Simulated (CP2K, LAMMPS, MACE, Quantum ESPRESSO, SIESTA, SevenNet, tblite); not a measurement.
# Bulk modulus two ways: glassy B2O3 (100 atoms), QE, PBE

The cell holds 100 atoms (40 B and 60 O). Recipe: 100 atoms (40 B, 60 O) placed at random at 1.93 g/cm³, melted at 3000 K for 20 ps at fixed volume with the Buckingham and Coulomb pair potential of Guillot and Sator (Geochim. Cosmochim. Acta 71, 1249 (2007)) with the boron terms of Wang et al. (J. Non-Cryst. Solids 498, 294 (2018)). Quenched from 3000 K to 300 K at 100 K/ps and fixed volume, held 10 ps at zero pressure. Then the atoms were relaxed with MACE MP-0b3 medium in the fixed cell.

Calculated with Quantum ESPRESSO 7.5: PBE; plane waves, SSSP efficiency, 60/480 Ry; k-points Γ. The cell is scaled evenly by ±3 % in volume, and MACE MP-0b3 medium relaxes the atoms at each volume before the single point.

| volume (Å³/atom) | energy less the middle row's (meV/atom) | pressure (GPa) |
| --- | --- | --- |
| 11.474 | 0.095 | 0.069 |
| 11.829 | 0.000 | -1.074 |
| 12.183 | 2.167 | -2.126 |

Task: Find the bulk modulus at the middle volume from the pressures and from the energies, and check the printed pressure against the slope of the energy (1 meV/Å³ = 0.16022 GPa).

Worked:

The step is h = 0.3549 Å³. From pressures: B = −V dP/dV = 11.829 × (0.069 − (-2.126)) / (2 × 0.3549) = 36.6 GPa.

From energies: B = V d²E/dV² = 11.829 × (0.095 + (2.167)) / 0.3549² = 212.6 meV/Å³ = 34.1 GPa.

Slope: P = −dE/dV = −(2.167 − (0.095)) / (2 × 0.3549) = -2.92 meV/Å³ = -0.47 GPa, against -1.07 GPa printed.

The two moduli agree within 7 %.

A central difference over ±3 % overstates P by about B(1 + B′)(0.03)²/6, some 0.03 GPa for B′ = 4, which is small against the gap found. The atoms follow MACE MP-0b3 medium, so this level's forces do work along the path, which enters the energies but not the printed pressures. A stress printed at a finite cutoff holds the number of plane waves fixed and tends to come out low, which is the sign found here.

Limits: three points, a static cell at zero temperature, the cell shape held; the modulus is that at -1.1 GPa, not at zero pressure.

[Hosts, paths, dates, database ids (printed as entryN), source tags and the programs' standing remarks are cut or masked in the printed files.]
